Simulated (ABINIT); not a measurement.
## Ba2TaBiO6 (R-3): G0W0 in ABINIT against the bands in the screening

Aim: move the bands in the screening of a G0W0 run on Ba2TaBiO6 (R-3) over a wide range.

Calculated with ABINIT 10.8.3; LDA and many-body steps on it, plane waves.

## (1) Set-up

The structure is trigonal, space group R-3 (No. 148). Conventional cell: a = 6.151 Å, b = 6.151 Å, c = 14.869 Å, α = 90.00°, β = 90.00°, γ = 120.00°. Nearest to Ba lie 12 O at 2.76 to 3.40 Å. Nearest to Ta lie 6 O at 2.01 Å. Nearest to Bi lie 6 O at 2.36 Å. Nearest to O lie 1 Ta at 2.01 Å and 1 Bi at 2.36 Å and 4 Ba at 2.76 to 3.40 Å. Farther neighbours and most contacts between anions are not listed.

The cell and positions are those that the Materials Project relaxed with its own functionals (PBE, PBE+U or r2SCAN), kept fixed. Spin-orbit coupling is left out unless a step names it.

## (2) Screening, 2×2×2 mesh, 50 bands, screening to 130.6 eV

This step: ABINIT 10.8.3; RPA screening on LDA, plane waves, norm-conserving pseudopotentials.

The RPA dielectric matrix is built and inverted for each q.

run.abi

```
acell 3*1.0 Angstrom
rprim 
  3.075626834241 1.775713980676 4.956223105800
  -3.075626834241 1.775713980676 4.956223105800
  0.000000000000 -3.551427961352 4.956223105800
ntypat 4
znucl 56 73 83 8
natom 10
typat 1 1 2 3 4 4 4 4 4 4
xred 
  0.748816000000 0.748816000000 0.748816000000
  0.251184000000 0.251184000000 0.251184000000
  0.500000000000 0.500000000000 0.500000000000
  0.000000000000 0.000000000000 0.000000000000
  0.725510000000 0.218856000000 0.322035000000
  0.218856000000 0.322035000000 0.725510000000
  0.322035000000 0.725510000000 0.218856000000
  0.274490000000 0.781144000000 0.677965000000
  0.677965000000 0.274490000000 0.781144000000
  0.781144000000 0.677965000000 0.274490000000
pp_dirpath "pseudos"
pseudos "Ba.upf, Ta.upf, Bi.upf, O.upf"
ecut 36
ngkpt 2 2 2
nshiftk 1
shiftk 0 0 0
kptopt 1
chksymbreak 0
istwfk *1
occopt 1
irdwfk 1
optdriver 3
nband 50
ecuteps 4.8
inclvkb 2
awtr 1
symchi 1
indata_prefix "in"
outdata_prefix "out"
tmpdata_prefix "tmp"
```

Run with:

```sh
OMP_NUM_THREADS=1 mpirun -n 8 abinit run.abi > log
```

The program printed:

```text
.Version 10.8.3 of ABINIT. v10.8.2 released Aug 2026.

 Symmetries : space group R-3 (#148); Bravais hR (rhombohedral)
[... echo of the input left out ...]
== DATASET  1 ==================================================================
-   mpi_nproc: 8, omp_nthreads: 1 (-1 if OMP is not activated)

--- !DatasetInfo
iteration_state: {dtset: 1, }
dimensions: {natom: 10, nkpt: 4, mband: 50, nsppol: 1, nspinor: 1, nspden: 1, mpw: 11312, }
cutoff_energies: {ecut:  36.0, pawecutdg:  -1.0, }
electrons: {nelect:   8.40000000E+01, charge:   0.00000000E+00, occopt:   1.00000000E+00, tsmear:   1.00000000E-02, }

 SCREENING: Calculation of the susceptibility and dielectric matrices

 Based on a program developped by R.W. Godby, V. Olevano, G. Onida, and L. Reining.
 Incorporated in ABINIT by V. Olevano, G.-M. Rignanese, and M. Torrent.
.Using double precision arithmetic ; gwpc =  8

[... cell and pseudopotentials left out ...]
--------------------------------------------------------------------------------

 ==== K-mesh for the wavefunctions ====
 Number of points in the irreducible wedge :     4
[... list of points left out ...]
 Together with  6 symmetry operations and time-reversal symmetry
 yields     8 points in the full Brillouin Zone.

 ==== Q-mesh for the screening function ====
 Number of points in the irreducible wedge :     4
[... list of points left out ...]
 Together with  6 symmetry operations and time-reversal symmetry
 yields     8 points in the full Brillouin Zone.

 setmesh: FFT mesh size selected  =    45x   45x   45
          total number of points  =        91125

 vcoul_init : cutoff-mode = AUXILIARY_FUNCTION
 q-points for optical limit:   1
     1)      0.000010    0.000020    0.000030

- screening: taking advantage of time-reversal symmetry
- Maximum band index for partially occupied states nbvw = 42
- Remaining bands to be divided among processors   nbcw = 8
- Number of bands treated by each node ~1

 Number of electrons calculated from density =   84.0000; Expected =   84.0000
 average of density, n =  0.076643
 r_s =    1.4604
 omega_plasma =   26.7050 [eV]

 calculating chi0 at frequencies [eV] :
  1    0.000000E+00    0.000000E+00
  2    0.000000E+00    2.670500E+01

--------------------------------------------------------------------------------
  q-point number  1        q = ( 0.000000, 0.000000, 0.000000) [r.l.u.]
--------------------------------------------------------------------------------
[... chi0 elements left out ...]
 For q-point:  0.000010 0.000020 0.000030
  dielectric constant =   5.1066
  dielectric constant without local fields =   5.4726

  Average fulfillment of the sum rule on Im[epsilon] for q-point    1 :      7.80  [%]
[... wings left out ...]
  q-point number  2        q = ( 0.500000, 0.000000, 0.000000) [r.l.u.]
--------------------------------------------------------------------------------
[... chi0 elements left out ...]
  Average fulfillment of the sum rule on Im[epsilon] for q-point    2 :     12.45  [%]

 [... 2 further q-points ...]
```

Elapsed: 8.7 s, on 8 MPI ranks of AMD EPYC 9B14 (Zen 4), shared host; peak memory 3.8 GiB; 68 s of CPU time.

This step gave:

```yaml
eps_infinity_with_local_fields_on_this_mesh_along_the_program_s_q_direction: 5.107
the_same_without_local_fields: 5.473
plasma_frequency: 26.70 eV
plane_waves_in_the_screening_matrix: 537
```

Local fields lower ε∞ by 7 %. On a Γ-centred mesh this coarse the value itself is usually too large, while a short band sum pulls it down.

## (3) 50 bands

This step: G0W0 on LDA, plane waves, norm-conserving pseudopotentials.

run.abi, as its differences from that of step 2:

```diff
@@ -31,8 +31,19 @@
 irdwfk 1
-optdriver 3
-nband 50
+optdriver 4
+nband 150
+gwcalctyp 0
+ecutsigx 36
+symsigma 1
+nkptgw 3
+kptgw 
+  0.5000000000 0.5000000000 0.5000000000
+  0.5000000000 0.0000000000 0.0000000000
+  0.0000000000 0.0000000000 0.0000000000
+bdgw 
+  41 45
+  41 44
+  40 44
 ecuteps 4.8
-inclvkb 2
-awtr 1
-symchi 1
+irdscr 1
+ppmodel 1
 indata_prefix "in"
```

The program printed:

```text
.Version 10.8.3 of ABINIT. v10.8.2 released Aug 2026.

 Symmetries : space group R-3 (#148); Bravais hR (rhombohedral)
[... echo of the input left out ...]
== DATASET  1 ==================================================================
-   mpi_nproc: 8, omp_nthreads: 1 (-1 if OMP is not activated)

--- !DatasetInfo
iteration_state: {dtset: 1, }
dimensions: {natom: 10, nkpt: 4, mband: 150, nsppol: 1, nspinor: 1, nspden: 1, mpw: 11312, }
cutoff_energies: {ecut:  36.0, pawecutdg:  -1.0, }
electrons: {nelect:   8.40000000E+01, charge:   0.00000000E+00, occopt:   1.00000000E+00, tsmear:   1.00000000E-02, }

 SIGMA: Calculation of the GW corrections

 Based on a program developped by R.W. Godby, V. Olevano, G. Onida, and L. Reining.
 Incorporated in ABINIT by V. Olevano, G.-M. Rignanese, and M. Torrent.
.Using double precision arithmetic ; gwpc =  8

[... cell and pseudopotentials left out ...]
--------------------------------------------------------------------------------

 ==== K-mesh for the wavefunctions ====
 Number of points in the irreducible wedge :     4
[... list of points left out ...]
 Together with  6 symmetry operations and time-reversal symmetry
 yields     8 points in the full Brillouin Zone.

 ==== Q-mesh for screening function ====
 Number of points in the irreducible wedge :     4
[... list of points left out ...]
 Together with  6 symmetry operations and time-reversal symmetry
 yields     8 points in the full Brillouin Zone.

 vcoul_init : cutoff-mode = AUXILIARY_FUNCTION
 q-points for optical limit:   1
     1)      0.000010    0.000020    0.000030
 setmesh: FFT mesh size selected  =    64x   64x   64
          total number of points  =       262144

 Number of electrons calculated from density =   84.0000; Expected =   84.0000
 average of density, n =  0.076643
 r_s =    1.4604
 omega_plasma =   26.7050 [eV]

 === KS Band Gaps ===
  >>>> For spin  1
   Minimum direct gap =   2.5944 [eV], located at k-point      :   0.5000  0.0000  0.0000
   Fundamental gap    =   2.5660 [eV], Top of valence bands at :   0.5000  0.5000  0.5000
                                       Bottom of conduction at :   0.5000  0.0000  0.0000
 SIGMA fundamental parameters:
 PLASMON POLE MODEL  1
 number of plane-waves for SigmaX                11299
 number of plane-waves for SigmaC and W            537
 number of plane-waves for wavefunctions         11299
 number of bands                                   150
 number of independent spin polarizations            1
 number of spinorial components                      1
 number of k-points in IBZ                           4
 number of q-points in IBZ                           4
 number of symmetry operations                       6
 number of k-points in BZ                            8
 number of q-points in BZ                            8
 number of frequencies for dSigma/dE                 9
 frequency step for dSigma/dE [eV]                0.25
 number of omega for Sigma on real axis              0
 max omega for Sigma on real axis  [eV]           0.00
 zcut for avoiding poles [eV]                     0.10

 EPSILON^-1 parameters (SCR file):
 dimension of the eps^-1 matrix on file            537
 dimension of the eps^-1 matrix used               537
 number of plane-waves for wavefunctions         11299
 number of bands                                    50
 number of q-points in IBZ                           4
 number of frequencies                               2
 number of real frequencies                          1
 number of imag frequencies                          1

 matrix elements of self-energy operator (all in [eV])

 Perturbative Calculation

--- !SelfEnergy_ee
iteration_state: {dtset: 1, }
kpoint     : [   0.500,    0.500,    0.500, ]
spin       : 1
KS_gap     :    2.705
QP_gap     :    4.772
Delta_QP_KS:    2.067
data: !SigmaeeData |
     Band     E0 <VxcDFT>   SigX SigC(E0)      Z dSigC/dE  Sig(E)    E-E0       E
       41   4.319 -18.520 -23.380   4.470   0.702  -0.425 -18.794  -0.274   4.045
       42   5.829 -19.904 -23.138   3.051   0.747  -0.339 -20.041  -0.137   5.692
       43   8.534 -14.126  -9.278  -2.418   0.794  -0.259 -12.196   1.930  10.464
       44   8.985 -14.588  -9.738  -2.398   0.794  -0.259 -12.641   1.947  10.932
       45   8.985 -14.588  -9.738  -2.398   0.794  -0.259 -12.641   1.947  10.932

--- !SelfEnergy_ee
iteration_state: {dtset: 1, }
kpoint     : [   0.500,    0.000,    0.000, ]
spin       : 1
KS_gap     :    2.594
QP_gap     :    4.668
Delta_QP_KS:    2.073
data: !SigmaeeData |
     Band     E0 <VxcDFT>   SigX SigC(E0)      Z dSigC/dE  Sig(E)    E-E0       E
       41   4.596 -18.752 -23.459   4.363   0.705  -0.419 -18.995  -0.242   4.354
[...]
--- !SelfEnergy_ee
iteration_state: {dtset: 1, }
kpoint     : [   0.000,    0.000,    0.000, ]
spin       : 1
KS_gap     :    3.957
QP_gap     :    5.883
Delta_QP_KS:    1.925
data: !SigmaeeData |
     Band     E0 <VxcDFT>   SigX SigC(E0)      Z dSigC/dE  Sig(E)    E-E0       E
[...]
42   5.059 -19.192 -23.294   3.888   0.718  -0.392 -19.345  -0.154   4.905
       43   9.016 -13.028  -8.888  -1.952   0.810  -0.235 -11.256   1.772  10.788
       44   9.195 -15.313  -9.486  -2.900   0.774  -0.291 -13.047   2.266  11.462

== END DATASET(S) ==============================================================
================================================================================

 -outvars: echo values of variables after computation  --------
           etotal      0.0000000000E+00
            nband         150
             nkpt           4
          spgroup         148
 [... the other variables as echoed above ...]

 Calculation completed.
```

Run time: 23 s. Hardware: 8 MPI ranks; peak memory 2.6 GiB.

This step gave:

| Property | Result |
| --- | --- |
| G0W0 gap on the points computed | 4.635 eV |
| starting gap on the mesh | 2.566 eV |
| k of the valence top | 0.5, 0.5, 0.5 |
| k of the conduction bottom | 0.5, 0, 0 |
| Z at the valence top | 0.747 |
| Z at the conduction bottom | 0.798 |
| least direct G0W0 gap on the computed points | 4.668 eV |

## (4) Screening, 2×2×2 mesh, 66 bands, screening to 130.6 eV

This step: RPA screening on LDA, plane waves, norm-conserving pseudopotentials.

run.abi, as its differences from that of step 3:

```diff
@@ -31,19 +31,8 @@
 irdwfk 1
-optdriver 4
-nband 150
-gwcalctyp 0
-ecutsigx 36
-symsigma 1
-nkptgw 3
-kptgw 
-  0.5000000000 0.5000000000 0.5000000000
-  0.5000000000 0.0000000000 0.0000000000
-  0.0000000000 0.0000000000 0.0000000000
-bdgw 
-  41 45
-  41 44
-  40 44
+optdriver 3
+nband 66
 ecuteps 4.8
-irdscr 1
-ppmodel 1
+inclvkb 2
+awtr 1
+symchi 1
 indata_prefix "in"
```

The program printed:

```text
.Version 10.8.3 of ABINIT. v10.8.2 released Aug 2026.

 Symmetries : space group R-3 (#148); Bravais hR (rhombohedral)
[... echo of the input left out ...]
== DATASET  1 ==================================================================
-   mpi_nproc: 8, omp_nthreads: 1 (-1 if OMP is not activated)

--- !DatasetInfo
iteration_state: {dtset: 1, }
dimensions: {natom: 10, nkpt: 4, mband: 66, nsppol: 1, nspinor: 1, nspden: 1, mpw: 11312, }
cutoff_energies: {ecut:  36.0, pawecutdg:  -1.0, }
electrons: {nelect:   8.40000000E+01, charge:   0.00000000E+00, occopt:   1.00000000E+00, tsmear:   1.00000000E-02, }

 SCREENING: Calculation of the susceptibility and dielectric matrices

 Based on a program developped by R.W. Godby, V. Olevano, G. Onida, and L. Reining.
 Incorporated in ABINIT by V. Olevano, G.-M. Rignanese, and M. Torrent.
.Using double precision arithmetic ; gwpc =  8

[... cell and pseudopotentials left out ...]
--------------------------------------------------------------------------------

 ==== K-mesh for the wavefunctions ====
 Number of points in the irreducible wedge :     4
[... list of points left out ...]
 Together with  6 symmetry operations and time-reversal symmetry
 yields     8 points in the full Brillouin Zone.

 ==== Q-mesh for the screening function ====
 Number of points in the irreducible wedge :     4
[... list of points left out ...]
 Together with  6 symmetry operations and time-reversal symmetry
 yields     8 points in the full Brillouin Zone.

 setmesh: FFT mesh size selected  =    45x   45x   45
          total number of points  =        91125

 vcoul_init : cutoff-mode = AUXILIARY_FUNCTION
 q-points for optical limit:   1
     1)      0.000010    0.000020    0.000030

- screening: taking advantage of time-reversal symmetry
- Maximum band index for partially occupied states nbvw = 42
- Remaining bands to be divided among processors   nbcw = 24
- Number of bands treated by each node ~3

 Number of electrons calculated from density =   84.0000; Expected =   84.0000
 average of density, n =  0.076643
 r_s =    1.4604
 omega_plasma =   26.7050 [eV]

 calculating chi0 at frequencies [eV] :
  1    0.000000E+00    0.000000E+00
  2    0.000000E+00    2.670500E+01

--------------------------------------------------------------------------------
  q-point number  1        q = ( 0.000000, 0.000000, 0.000000) [r.l.u.]
--------------------------------------------------------------------------------
[... chi0 elements left out ...]
 For q-point:  0.000010 0.000020 0.000030
  dielectric constant =   6.2785
  dielectric constant without local fields =   6.7771

  Average fulfillment of the sum rule on Im[epsilon] for q-point    1 :     20.42  [%]
[... wings left out ...]
  q-point number  2        q = ( 0.500000, 0.000000, 0.000000) [r.l.u.]
--------------------------------------------------------------------------------
[... chi0 elements left out ...]
  Average fulfillment of the sum rule on Im[epsilon] for q-point    2 :     29.18  [%]

 [... 2 further q-points ...]
```

Elapsed: 14 s, on 8 MPI ranks; peak memory 3.7 GiB.

Numbers from this step:

```yaml
eps_infinity_with_local_fields_on_this_mesh_along_the_program_s_q_direction: 6.279
the_same_without_local_fields: 6.777
plasma_frequency: 26.70 eV
plane_waves_in_the_screening_matrix: 537
```

## (5) 66 bands

The self-energy is evaluated for the states that the input lists, and the levels follow from it, in one-shot runs by the linearised quasiparticle equation.

This step: G0W0 on LDA, plane waves, norm-conserving pseudopotentials.

run.abi, as its differences from that of step 4:

```diff
@@ -31,8 +31,19 @@
 irdwfk 1
-optdriver 3
-nband 66
+optdriver 4
+nband 150
+gwcalctyp 0
+ecutsigx 36
+symsigma 1
+nkptgw 3
+kptgw 
+  0.5000000000 0.5000000000 0.5000000000
+  0.5000000000 0.0000000000 0.0000000000
+  0.0000000000 0.0000000000 0.0000000000
+bdgw 
+  41 45
+  41 44
+  40 44
 ecuteps 4.8
-inclvkb 2
-awtr 1
-symchi 1
+irdscr 1
+ppmodel 1
 indata_prefix "in"
```

The program printed:

```text
.Version 10.8.3 of ABINIT. v10.8.2 released Aug 2026.

 Symmetries : space group R-3 (#148); Bravais hR (rhombohedral)
[... echo of the input left out ...]
== DATASET  1 ==================================================================
-   mpi_nproc: 8, omp_nthreads: 1 (-1 if OMP is not activated)

--- !DatasetInfo
iteration_state: {dtset: 1, }
dimensions: {natom: 10, nkpt: 4, mband: 150, nsppol: 1, nspinor: 1, nspden: 1, mpw: 11312, }
cutoff_energies: {ecut:  36.0, pawecutdg:  -1.0, }
electrons: {nelect:   8.40000000E+01, charge:   0.00000000E+00, occopt:   1.00000000E+00, tsmear:   1.00000000E-02, }

 SIGMA: Calculation of the GW corrections

 Based on a program developped by R.W. Godby, V. Olevano, G. Onida, and L. Reining.
 Incorporated in ABINIT by V. Olevano, G.-M. Rignanese, and M. Torrent.
.Using double precision arithmetic ; gwpc =  8

[... cell and pseudopotentials left out ...]
--------------------------------------------------------------------------------

 ==== K-mesh for the wavefunctions ====
 Number of points in the irreducible wedge :     4
[... list of points left out ...]
 Together with  6 symmetry operations and time-reversal symmetry
 yields     8 points in the full Brillouin Zone.

 ==== Q-mesh for screening function ====
 Number of points in the irreducible wedge :     4
[... list of points left out ...]
 Together with  6 symmetry operations and time-reversal symmetry
 yields     8 points in the full Brillouin Zone.

 vcoul_init : cutoff-mode = AUXILIARY_FUNCTION
 q-points for optical limit:   1
     1)      0.000010    0.000020    0.000030
 setmesh: FFT mesh size selected  =    64x   64x   64
          total number of points  =       262144

 Number of electrons calculated from density =   84.0000; Expected =   84.0000
[...]
number of plane-waves for wavefunctions         11299
 number of bands                                    66
 number of q-points in IBZ                           4
 number of frequencies                               2
 number of real frequencies                          1
 number of imag frequencies                          1

 matrix elements of self-energy operator (all in [eV])

 Perturbative Calculation

--- !SelfEnergy_ee
iteration_state: {dtset: 1, }
kpoint     : [   0.500,    0.500,    0.500, ]
spin       : 1
KS_gap     :    2.705
QP_gap     :    4.142
Delta_QP_KS:    1.437
data: !SigmaeeData |
     Band     E0 <VxcDFT>   SigX SigC(E0)      Z dSigC/dE  Sig(E)    E-E0       E
       41   4.319 -18.520 -23.380   5.045   0.736  -0.359 -18.384   0.136   4.455
       42   5.829 -19.904 -23.138   3.575   0.764  -0.309 -19.643   0.261   6.090
       43   8.534 -14.126  -9.278  -2.759   0.812  -0.231 -12.429   1.698  10.232
[...]
--- !SelfEnergy_ee
iteration_state: {dtset: 1, }
kpoint     : [   0.500,    0.000,    0.000, ]
spin       : 1
KS_gap     :    2.594
QP_gap     :    4.042
Delta_QP_KS:    1.448
data: !SigmaeeData |
     Band     E0 <VxcDFT>   SigX SigC(E0)      Z dSigC/dE  Sig(E)    E-E0       E
[...]
--- !SelfEnergy_ee
iteration_state: {dtset: 1, }
kpoint     : [   0.000,    0.000,    0.000, ]
spin       : 1
KS_gap     :    3.957
QP_gap     :    5.197
Delta_QP_KS:    1.240
data: !SigmaeeData |
     Band     E0 <VxcDFT>   SigX SigC(E0)      Z dSigC/dE  Sig(E)    E-E0       E
[...]
43   9.016 -13.028  -8.888  -2.340   0.821  -0.218 -11.550   1.478  10.494
       44   9.195 -15.313  -9.486  -3.241   0.797  -0.255 -13.254   2.059  11.254

== END DATASET(S) ==============================================================
================================================================================

 -outvars: echo values of variables after computation  --------
           etotal      0.0000000000E+00
            nband         150
             nkpt           4
          spgroup         148
 [... the other variables as echoed above ...]

 Calculation completed.
```

Run time: 23 s. Hardware: 8 MPI ranks; peak memory 2.6 GiB; 3 min of CPU time.

Numbers from this step:

- G0W0 gap on the points computed: 4.008 eV
- starting gap on the mesh: 2.566 eV
- k of the valence top: 0.5, 0.5, 0.5
- k of the conduction bottom: 0.5, 0, 0
- Z at the valence top: 0.764
- Z at the conduction bottom: 0.815
- least direct G0W0 gap on the computed points: 4.043 eV

The gap on the mesh goes from 2.57 eV to 4.01 eV, a correction of +1.44 eV.

(Part 1 of 2 ends here.)

[Paths, hosts, dates, memory and timing lines, banners, echoed tables and standing remarks are left out of the program output.]

[Logs are printed without paths, hosts, clocks, repeated set-up lines and the standing remarks that a program may print on its own settings, such as how far it seeks lower states.]

[Runs of the session that timed out or met a known fault of the program may be left out.]

[No measured gap is set beside runs whose start may be inverted or whose files or cutoffs have a known fault.]

[Hosts, paths, dates, database ids (printed as entryN), source tags and the programs' standing remarks are cut or masked in the printed files.]

[G0W0 gaps are taken among the corrected bands and points alone; a level outside them can change the order at an edge.]

[Where Ansatz stands beside ABINIT at settings called matched, ABINIT's density can come from a denser mesh and the files from another edition; pairs whose starting gaps differed by over 0.03 eV were left out, so agreement reads better than it is.]
